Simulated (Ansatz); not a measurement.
# Lattice dynamics of KAg (built on the sites of a database entry of CsAu)

Wanted: phonon frequencies of KAg (built on the sites of a database entry of CsAu) and what follows from them.

Calculated with Ansatz 0.2.0; DFT PBEsol, scalar-relativistic, plane waves, PAW.

The structure was built from a prototype and need not be the compound's stable phase.

## 1. The starting structure

It takes space group Pm-3m (No. 221, cubic). Conventional cell: a = 3.826 Å, b = 3.826 Å, c = 3.826 Å, α = 90.00°, β = 90.00°, γ = 90.00°. Nearest to K lie 8 Ag at 3.31 Å. Nearest to Ag lie 8 K at 3.31 Å. Farther neighbours are not listed.

## 2. Bringing the structure to rest

Harmonic phonons are second derivatives at a point where the forces vanish, and they are wanted at zero stress, so atoms and cell are relaxed first.

File input.yaml:

```yaml
crystal:
  lattice:
    - [3.82633, 0.0, 0.0]
    - [0.0, 3.82633, 0.0]
    - [0.0, 0.0, 3.82633]
  atoms:
    - { symbol: K, position: [0.5, 0.5, 0.5] }
    - { symbol: Ag, position: [0.0, 0.0, 0.0] }
kpoints:
  mp_grid: { grid: [10, 10, 10] }
hamiltonian:
  xc: pbesol
scf:
  occupations: { method: gaussian, width: 0.1 }
output:
  forces: true
  stress: true
  eigenvalues: true
relax:
  adjacent_minimum: "off"
  f_tol: 0.005
  max_steps: 80
  cell: { stress_tol: 0.05 }
```

On the command line:

```bash
> ansatz run input.yaml --threads 4 --pin off --max-ram 7168MiB --backend cpu --events-out ev --progress --plain --runs-dir out
```

Numbers of over 12 decimals in the logs are rounded to 6 here.

The program printed:

```text
Engine: ansatz 0.2.0, aarch64-unknown-linux-gnu
Pseudopotentials: kind: paw
Pseudopotential: K, paw, valence charge 9, recommended cutoff 420 eV (normal), K.paw.azcp
Pseudopotential: Ag, paw, valence charge 19, recommended cutoff 420 eV (normal), Ag.paw.azcp
Functional definition: PBEsol
  exchange = pbesol_x
  correlation = pbesol_c
Crystal: 2 atoms, lattice volume = 56.021 Å³
Basis set: ecut = 420 eV, 1045 PW (Γ), exchange–correlation on 54×54×54 points (8 copies of the dense FFT grid, shifted against one another)
Bands: 18, of which v1, the nominal top of the filled ones, is band 14 counted from 1 (13 counted from 0)
Symmetry: 48 space group operations
Space group: Pm-3m (ITA 221), of the structure as read, at distance tolerance 3.8e-5 Å
k-points: 56 of 1000
Non-local potential: K, projectors of the file, l = 0: 3, l = 1: 2, l = 2: 2
Non-local potential: Ag, projectors of the file, l = 0: 3, l = 1: 2, l = 2: 2, l = 3: 1
PAW form: soft (Blöchl's): semilocal exchange-correlation on the pseudo side does not see the compensation charge
PAW frozen core: K, regenerated for the run's functional, and the local potential with it (the file was generated under x = pbe(κ = 0.804, μ = 0.219515), c = pbe(β = 0.066725))
PAW frozen core: Ag, regenerated for the run's functional, and the local potential with it (the file was generated under x = pbe(κ = 0.804, μ = 0.219515), c = pbe(β = 0.066725))
PAW one-centre angular grid: K, 110 points (default); XC on 64 Gauss nodes
PAW one-centre angular grid: Ag, 590 points (default); XC on 64 Gauss nodes
Initial density: superposition of atomic densities (neutral atoms: chi_scale 0, normalization atom), corrected by the library's trained network
Initial wavefunctions: pseudopotential atomic-orbital guess
Functional: x = pbesol(κ = 0.804, μ = 0.123457), c = pbesol(β = 0.046)
SCF iter   1: F=—  HF=-9037.787712 eV  |F-HF|=—  |Δ(HF+E_count)|=         —  Δρ=4.03e-3  dr2=7.93e-3  ethr=1.77e-3  ⟨swp⟩=5.2  Hψ=4731  notcnv=0
preconditioner: auto → Kerker (q_TF=auto, 2.430 Å⁻¹)  [metal: Δε(μ)=0.092 eV  Ē_g=10.874 eV  σ=0.100 eV  W_gap=0.42  n_scr=18 (ndim 8)  ℏωp=21.0 eV  f_vac=0.000  D(μ)=0.20/eV (n_scr^D=0)]
SCF iter   2: F=—  HF=-9037.786010 eV  |F-HF|=—  |Δ(HF+E_count)|=   1.70e-3  Δρ=1.35e-3  dr2=6.74e-4  ethr=2.83e-5  ⟨swp⟩=2.0  Hψ=1748  notcnv=0
SCF iter   3: F=—  HF=-9037.785868 eV  |F-HF|=—  |Δ(HF+E_count)|=   1.42e-4  Δρ=5.47e-4  dr2=1.08e-4  ethr=2.41e-6  ⟨swp⟩=2.3  Hψ=1380  notcnv=0
SCF iter   4: F=—  HF=-9037.785856 eV  |F-HF|=—  |Δ(HF+E_count)|=   1.15e-5  Δρ=1.00e-4  dr2=7.46e-6  ethr=3.86e-7  ⟨swp⟩=2.0  Hψ=1546  notcnv=0
SCF iter   5: F=—  HF=-9037.785855 eV  |F-HF|=—  |Δ(HF+E_count)|=   1.18e-6  Δρ=3.80e-5  dr2=8.46e-7  ethr=2.66e-8  ⟨swp⟩=2.1  Hψ=1313  notcnv=0
SCF iter   6: F=-9037.785855 eV  HF=-9037.785855 eV  |F-HF|=1.54e-8  |Δ(HF+E_count)|=   1.32e-7  Δρ=8.95e-6  dr2=5.50e-8  ethr=3.57e-10  ⟨swp⟩=5.7  Hψ=4282  notcnv=0
SCF 1 converged in 6 iterations: F = -9037.785855 eV  dr2 = 5.50e-8
  greatest PAW one-centre occupation: 1.001 electrons in one spin orbital (limit 2), on the Ag atom at site 1 (counted from 0), in its partial waves of l = 0
relax step   1: F+E_penalty+E_count = -9037.78585486 eV  Δ(F+E_penalty+E_count) = +0.000e0 eV  max|allowed force component| = 4.477e-29 eV/Å  Δτ_max = 0.0000 Å  P = +2.235 GPa  Ω = 56.021 Å³  (6 SCF iters, dr2 threshold 1.00e-7 eV, accepted)
Crystal: 2 atoms, lattice volume = 59.042 Å³
Basis set: ecut = 420 eV, 1189 PW (Γ), exchange–correlation on 54×54×54 points (8 copies of the dense FFT grid, shifted against one another)
Initial density: handed on by an earlier stage of this run
Initial wavefunctions: those handed on with the density
iter 1 solved again at ethr=4.84e-5 eV; its pass at ethr=3.10e-3 eV (dr2=1.35e-2 eV) is discarded
SCF iter   1: F=—  HF=-9037.821085 eV  |F-HF|=—  |Δ(HF+E_count)|=         —  Δρ=3.78e-3  dr2=1.45e-2  ethr=4.84e-5  ⟨swp⟩=1.0  Hψ=5873  notcnv=0
preconditioner: auto → Kerker (q_TF=auto, 2.409 Å⁻¹)  [metal: Δε(μ)=0.076 eV  Ē_g=10.878 eV  σ=0.100 eV  W_gap=0.38  n_scr=18 (ndim 8)  ℏωp=20.5 eV  f_vac=0.004  D(μ)=0.19/eV (n_scr^D=0)]
SCF iter   2: F=—  HF=-9037.817590 eV  |F-HF|=—  |Δ(HF+E_count)|=   3.50e-3  Δρ=1.54e-3  dr2=2.15e-3  ethr=4.84e-5  ⟨swp⟩=2.0  Hψ=1282  notcnv=0
SCF iter   3: F=—  HF=-9037.816969 eV  |F-HF|=—  |Δ(HF+E_count)|=   6.21e-4  Δρ=7.52e-4  dr2=5.86e-4  ethr=7.69e-6  ⟨swp⟩=1.7  Hψ=1045  notcnv=0
SCF iter   4: F=—  HF=-9037.816764 eV  |F-HF|=—  |Δ(HF+E_count)|=   2.06e-4  Δρ=2.32e-4  dr2=3.63e-5  ethr=2.09e-6  ⟨swp⟩=2.0  Hψ=1329  notcnv=0
SCF iter   5: F=—  HF=-9037.816769 eV  |F-HF|=—  |Δ(HF+E_count)|=   5.32e-6  Δρ=1.04e-4  dr2=8.62e-6  ethr=1.30e-7  ⟨swp⟩=2.8  Hψ=1899  notcnv=0
SCF iter   6: F=—  HF=-9037.816767 eV  |F-HF|=—  |Δ(HF+E_count)|=   1.74e-6  Δρ=2.16e-5  dr2=3.56e-7  ethr=3.08e-8  ⟨swp⟩=2.0  Hψ=1343  notcnv=0
SCF iter   7: F=-9037.816767 eV  HF=-9037.816767 eV  |F-HF|=2.86e-9  |Δ(HF+E_count)|=   2.73e-9  Δρ=4.81e-6  dr2=1.70e-8  ethr=7.14e-10  ⟨swp⟩=5.0  Hψ=3881  notcnv=0
SCF 2 converged in 7 iterations: F = -9037.816767 eV  dr2 = 1.70e-8
relax step   2: F+E_penalty+E_count = -9037.81676730 eV  Δ(F+E_penalty+E_count) = -3.091e-2 eV  max|allowed force component| = 1.052e-30 eV/Å  Δτ_max = 0.0000 Å  P = +1.124 GPa  Ω = 59.042 Å³  energy of the carried Pulay correction = -2.687e-4 eV  (7 SCF iters, dr2 threshold 2.00e-7 eV, accepted)
Crystal: 2 atoms, lattice volume = 62.449 Å³
Basis set: ecut = 420 eV, 1213 PW (Γ), exchange–correlation on 54×54×54 points (8 copies of the dense FFT grid, shifted against one another)
iter 1 solved again at ethr=5.52e-5 eV; its pass at ethr=3.10e-3 eV (dr2=1.55e-2 eV) is discarded
SCF iter   1: F=—  HF=-9037.834898 eV  |F-HF|=—  |Δ(HF+E_count)|=         —  Δρ=3.87e-3  dr2=1.65e-2  ethr=5.52e-5  ⟨swp⟩=1.0  Hψ=5877  notcnv=0
preconditioner: auto → Kerker (q_TF=auto, 2.387 Å⁻¹)  [metal: Δε(μ)=0.067 eV  Ē_g=10.767 eV  σ=0.100 eV  W_gap=0.34  n_scr=18 (ndim 8)  ℏωp=19.9 eV  f_vac=0.009  D(μ)=0.19/eV (n_scr^D=0)]
SCF iter   2: F=—  HF=-9037.830920 eV  |F-HF|=—  |Δ(HF+E_count)|=   3.98e-3  Δρ=1.60e-3  dr2=2.56e-3  ethr=5.52e-5  ⟨swp⟩=2.0  Hψ=1282  notcnv=0
SCF iter   3: F=—  HF=-9037.830171 eV  |F-HF|=—  |Δ(HF+E_count)|=   7.49e-4  Δρ=7.74e-4  dr2=7.11e-4  ethr=9.14e-6  ⟨swp⟩=1.7  Hψ=1048  notcnv=0
SCF iter   4: F=—  HF=-9037.829914 eV  |F-HF|=—  |Δ(HF+E_count)|=   2.56e-4  Δρ=2.47e-4  dr2=4.69e-5  ethr=2.54e-6  ⟨swp⟩=2.0  Hψ=1317  notcnv=0
SCF iter   5: F=—  HF=-9037.829919 eV  |F-HF|=—  |Δ(HF+E_count)|=   4.84e-6  Δρ=1.13e-4  dr2=1.06e-5  ethr=1.68e-7  ⟨swp⟩=2.7  Hψ=1871  notcnv=0
SCF iter   6: F=—  HF=-9037.829917 eV  |F-HF|=—  |Δ(HF+E_count)|=   2.00e-6  Δρ=2.35e-5  dr2=4.60e-7  ethr=3.80e-8  ⟨swp⟩=2.0  Hψ=1343  notcnv=0
SCF iter   7: F=-9037.829917 eV  HF=-9037.829917 eV  |F-HF|=1.06e-9  |Δ(HF+E_count)|=   1.88e-8  Δρ=5.08e-6  dr2=2.03e-8  ethr=7.14e-10  ⟨swp⟩=5.0  Hψ=3958  notcnv=0
SCF 3 converged in 7 iterations: F = -9037.829917 eV  dr2 = 2.03e-8
relax step   3: F+E_penalty+E_count = -9037.82991705 eV  Δ(F+E_penalty+E_count) = -1.315e-2 eV  max|allowed force component| = 2.342e-30 eV/Å  Δτ_max = 0.0000 Å  P = +0.187 GPa  Ω = 62.449 Å³  energy of the carried Pulay correction = -5.553e-4 eV  (7 SCF iters, dr2 threshold 2.00e-7 eV, accepted)
[...]
relax step   4: F+E_penalty+E_count = -9037.83032221 eV  Δ(F+E_penalty+E_count) = -4.052e-4 eV  max|allowed force component| = 2.321e-29 eV/Å  Δτ_max = 0.0000 Å  P = +0.020 GPa  Ω = 63.174 Å³  energy of the carried Pulay correction = -6.142e-4 eV  (6 SCF iters, dr2 threshold 8.71e-8 eV, accepted)
Initial wavefunctions: pseudopotential atomic-orbital guess (no wavefunctions were taken with the density)
iter 1 solved again at ethr=3.14e-8 eV; its pass at ethr=3.10e-3 eV (dr2=8.79e-6 eV) is discarded
SCF iter   1: F=—  HF=-9037.830608 eV  |F-HF|=—  |Δ(HF+E_count)|=         —  Δρ=2.07e-4  dr2=1.87e-6  ethr=3.14e-8  ⟨swp⟩=3.1  Hψ=7612  notcnv=0
preconditioner: auto → Kerker (q_TF=auto, 2.382 Å⁻¹)  [metal: Δε(μ)=0.072 eV  Ē_g=10.675 eV  σ=0.100 eV  W_gap=0.35  n_scr=18 (ndim 8)  ℏωp=19.8 eV  f_vac=0.009  D(μ)=0.20/eV (n_scr^D=0)]
SCF iter   2: F=—  HF=-9037.830696 eV  |F-HF|=—  |Δ(HF+E_count)|=   8.85e-5  Δρ=1.03e-4  dr2=4.08e-7  ethr=6.66e-9  ⟨swp⟩=2.2  Hψ=1446  notcnv=0
SCF iter   3: F=—  HF=-9037.830725 eV  |F-HF|=—  |Δ(HF+E_count)|=   2.87e-5  Δρ=2.30e-5  dr2=2.48e-8  ethr=1.46e-9  ⟨swp⟩=2.9  Hψ=1777  notcnv=0
SCF iter   4: F=—  HF=-9037.830726 eV  |F-HF|=—  |Δ(HF+E_count)|=   1.31e-6  Δρ=1.07e-6  dr2=4.32e-10  ethr=8.86e-11  ⟨swp⟩=2.0  Hψ=1789  notcnv=0
SCF iter   5: F=—  HF=-9037.830726 eV  |F-HF|=—  |Δ(HF+E_count)|=   1.95e-9  Δρ=2.34e-7  dr2=5.61e-11  ethr=1.54e-12  ⟨swp⟩=2.2  Hψ=1492  notcnv=0
SCF iter   6: F=-9037.830726 eV  HF=-9037.830726 eV  |F-HF|=1.82e-12  |Δ(HF+E_count)|=  1.82e-11  Δρ=7.14e-8  dr2=5.27e-12  ethr=1.00e-12  ⟨swp⟩=4.9  Hψ=3972  notcnv=0
SCF 5 converged in 6 iterations: F = -9037.830726 eV  dr2 = 5.27e-12
relax step   5: F+E_penalty+E_count = -9037.83072642 eV  Δ(F+E_penalty+E_count) = -4.042e-4 eV  max|allowed force component| = 2.636e-29 eV/Å  Δτ_max = 0.0000 Å  P = +0.014 GPa  Ω = 63.174 Å³  stress off target by 1.44e-2 GPa  SCF on the basis re-selected at this cell (its energy is not comparable with the rows above)  (6 SCF iters)
basis re-selected at this cell: Δ(F+E_penalty+E_count) = -4.042e-4 eV, ΔP = -0.006 GPa vs the last step (what re-selecting the basis moved, of the pressure what is left beyond the Pulay correction that the steps carried, after the strain that the cell walked since its last selection, with what the two solves' SCF thresholds leave and, on support functions, any second-order correction that the steps lacked; it is no m [...]
SCF converged after 6 iterations
Free energy (F): -9037.830726 eV
Harris-Foulkes:  -9037.830726 eV  (|F-HF|=1.82e-12)
Internal energy: -9037.829714 eV  (E = F + TS)
E sigma→0 (E₀):  -9037.830220 eV
Entropy (-TS):   -0.001013 eV (-0.506 meV/atom)
Fermi energy:    6.692653 eV
--- Per-component energies (eV) ---
  E_band       = -512.372630
  E_kinetic    = 782.836503
  E_local      = -3930.507035  (includes V_loc(G=0)·N_el)
  E_nonlocal   = 96.743075
  E_hartree    = 1689.373345
  E_xc         = -315.821457
  E_vxc        = -396.183278  (∫ρ·V_xc dr)
  E_paw        = -4597.993794  (= ΣΔE_a)
  E_vpaw       = -444.008757  (= ΣTr[D̂ρ^β])
  E_aug_tail   = 0.000289  (compensation charges beyond the density's cutoff)
  E_ewald      = -2762.891264
  E_core_change = 0.430624  (= ΣΔE_core)
  E_smearing   = -0.001013  (= −TS)
  E_closure    = -0.000000  (closes the sum)
  Σ components = -9037.830726   (vs F -9037.830726, Δ=0.00e0)
--- Forces (eV/Å), atoms counted from 1 ---
  atom   1  K     -0.00000000     0.00000000    -0.00000000
  atom   2  Ag     0.00000000     0.00000000     0.00000000
  max |Σ_I F_I| component: 5.25e-29 eV/Å
--- Stress (GPa, compression-positive) ---
        0.014400       0.000000       0.000000
        0.000000       0.014400      -0.000000
        0.000000      -0.000000       0.014400
  P = ⅓ Tr σ = 0.0144 GPa (0.144 kbar)
--- Band table (eV; the first three rows and the last of 56) ---
  k-point 0: bands = [... 10 lower, 2.8202, 2.9771, 2.9771, 2.9771, 10.9518, 10.9518, 12.6321, 12.6321]
  k-point 1: bands = [... 10 lower, 2.9371, 2.9691, 2.9691, 2.9793, 10.5220, 10.9723, 12.4766, 12.4766]
  k-point 2: bands = [... 10 lower, 2.9482, 2.9482, 2.9852, 3.2903, 9.4530, 11.0292, 12.1499, 12.1499]
  k-point 55: bands = [... 10 lower, 2.7624, 3.1661, 3.1661, 8.1529, 8.1529, 8.1529, 8.4324, 13.1986]
--- Relaxed structure (4 steps of the walk, 4 accepted, 1 SCFs on fresh bases) ---
  F+E_penalty+E_count = -9037.83072642 eV   max|allowed force component| = 2.636e-29 eV/Å   (the final SCF, on the basis selected at the relaxed cell)
  cell:  # Å, volume = 63.1743 Å³
    - [3.982723, 0, 0]
    - [0, 3.982723, 0.0]
    - [0, 0, 3.982723]
  atoms:
    - { symbol: K, position: [0.500000, 0.500000, 0.500000] }
    - { symbol: Ag, position: [0, 0, 0] }
```

The job ended after 4.3 s (4 threads of Arm Neoverse V2, shared host; peak memory 0.39 GiB).

The steps of the relaxation:

```
step  energy less that of the first step (eV)  largest force component (eV/Å)  pressure (GPa)  volume (Å³)
   1                                   0.0000                          0.0000            2.23        56.02
   2                                  -0.0309                          0.0000            1.12        59.04
   3                                  -0.0441                          0.0000            0.19        62.45
   4                                  -0.0445                          0.0000            0.02        63.17
  5*                                  -0.0449                          0.0000            0.01        63.17
```

Relaxation steps marked * repeat the geometry before them on a plane-wave basis chosen anew for their cell, so energy and pressure can jump there.

Forces are held to the 48 operations that the run works with; a distortion that breaks them can't arise in this run.

| conventional cell, symmetrised | before | after | change |
| --- | --- | --- | --- |
| a (Å) | 3.826 | 3.983 | +4.1 % |
| b (Å) | 3.826 | 3.983 | +4.1 % |
| c (Å) | 3.826 | 3.983 | +4.1 % |
| volume (Å³/atom) | 28.01 | 31.59 | +12.8 % |

The relaxed structure:

```cif
data_structure
_symmetry_space_group_name_H-M 'P 1'
_symmetry_Int_Tables_number 1
_cell_length_a 3.9827
_cell_length_b 3.9827
_cell_length_c 3.9827
_cell_angle_alpha 90.000
_cell_angle_beta 90.000
_cell_angle_gamma 90.000
_cell_volume 63.17
loop_
_atom_site_label
_atom_site_type_symbol
_atom_site_fract_x
_atom_site_fract_y
_atom_site_fract_z
_atom_site_occupancy
K1 K 0.50000 0.50000 0.50000 1
Ag2 Ag 0.00000 0.00000 0.00000 1
```

This step gave:

```yaml
pressure: 0.01440 GPa
volume_per_atom: 31.59 Å³
gap_on_the_k_mesh: 0 eV
```

In this step the volume went from 28.01 to 31.59 Å³/atom.

## 3. Bringing the structure to rest

The relaxation is repeated from its end on the same settings, as a check that it has come to rest.

input.yaml, the sections that differ from step 2:

```yaml
crystal:
  lattice:
    - [3.9827234095, 0.0, 0.0]
    - [0.0, 3.9827234095, 0.0]
    - [0.0, 0.0, 3.9827234095]
  atoms:
    - { symbol: K, position: [0.5, 0.5, 0.5] }
    - { symbol: Ag, position: [0.0, 0.0, 0.0] }
output:
  forces: true
  stress: true
  eigenvalues: true
  write_density: true
  write_potential: true
  elf: true
  volumetric_format: npy
# kpoints, hamiltonian, scf, relax: as in step 2
```

The program printed:

```text
[...]
Crystal: 2 atoms, lattice volume = 63.174 Å³
Basis set: ecut = 420 eV, 1237 PW (Γ), exchange–correlation on 54×54×54 points (8 copies of the dense FFT grid, shifted against one another)
Bands: 18, of which v1, the nominal top of the filled ones, is band 14 counted from 1 (13 counted from 0)
Symmetry: 48 space group operations
[...]
k-points: 56 of 1000
[...]
k-point 55: bands = [... 10 lower, 2.7624, 3.1661, 3.1661, 8.1529, 8.1529, 8.1529, 8.4324, 13.1986]
--- Relaxed structure (1 steps of the walk, 1 accepted, 1 SCFs on fresh bases) ---
[...]
cell:  # Å, volume = 63.1743 Å³
    - [3.9827234095, 0.0, 0.0]
    - [0.0, 3.9827234095, 0.0]
    - [0.0, 0.0, 3.9827234095]
  atoms:
    - { symbol: K, position: [0.500000, 0.500000, 0.500000] }
    - { symbol: Ag, position: [0.0, 0.0, 0.0] }
[key lines of the parts left out:]
SCF converged after 6 iterations
Free energy (F): -9037.830726 eV
Fermi energy:    6.692654 eV
P = ⅓ Tr σ = 0.0144 GPa (0.144 kbar)
```

It took 2.2 s on 4 threads; peak memory 0.38 GiB.

Little changed from the start: no atom moved by 0.005 Å and no cell edge by 0.1 %.

In this step the volume went from 31.59 to 31.59 Å³/atom.

## 4. Tight relaxation

Phonons need a cell at rest on their own settings, so the relaxation is repeated with tight tolerances on forces and stress on the k mesh and occupations of the first response run.

input.yaml, the sections that differ from step 3:

```yaml
scf:
  occupations: { method: methfessel_paxton, width: 0.15 }
output:
  forces: true
  stress: true
  eigenvalues: true
relax:
  adjacent_minimum: "off"
  f_tol: 0.001
  max_steps: 60
  cell: { stress_tol: 0.01 }
# crystal, kpoints, hamiltonian: as in step 3
```

The program printed:

```text
[...]
Crystal: 2 atoms, lattice volume = 63.174 Å³
Basis set: ecut = 420 eV, 1237 PW (Γ), exchange–correlation on 54×54×54 points (8 copies of the dense FFT grid, shifted against one another)
Bands: 18, of which v1, the nominal top of the filled ones, is band 14 counted from 1 (13 counted from 0)
Symmetry: 48 space group operations
[...]
k-points: 56 of 1000
[...]
k-point 55: bands = [... 10 lower, 2.7603, 3.1638, 3.1638, 8.1501, 8.1501, 8.1501, 8.4285, 13.1938]
--- Relaxed structure (2 steps of the walk, 2 accepted, 1 SCFs on fresh bases) ---
[...]
cell:  # Å, volume = 63.1953 Å³
    - [3.983166, 0, 0]
    - [0, 3.983166, 0.0]
    - [0.0, 0.0, 3.983166]
  atoms:
    - { symbol: K, position: [0.500000, 0.500000, 0.500000] }
    - { symbol: Ag, position: [0, 0, 0] }
[key lines of the parts left out:]
SCF converged after 6 iterations
Free energy (F): -9037.830050 eV
Fermi energy:    6.687550 eV
P = ⅓ Tr σ = 0.0089 GPa (0.089 kbar)
```

Wall time 2.8 s (4 threads); peak memory 0.39 GiB.

Little changed from the start: no atom moved by 0.005 Å and no cell edge by 0.1 %.

Numbers from this step:

| Item | Value |
| --- | --- |
| pressure | 0.008859 GPa |
| volume per atom | 31.60 Å³ |

The forces vanish by symmetry and the pressure is 0.009 GPa, within the tolerances set. The cell now holds 31.60 Å³/atom.

[end of part 1 of 3]

[Logs are printed without paths, hosts, clocks, repeated set-up lines and the standing remarks that a program may print on its own settings, such as how far it seeks lower states.]

[Hosts, paths, dates, database ids (printed as entryN), source tags and the programs' standing remarks are cut or masked in the printed files.]
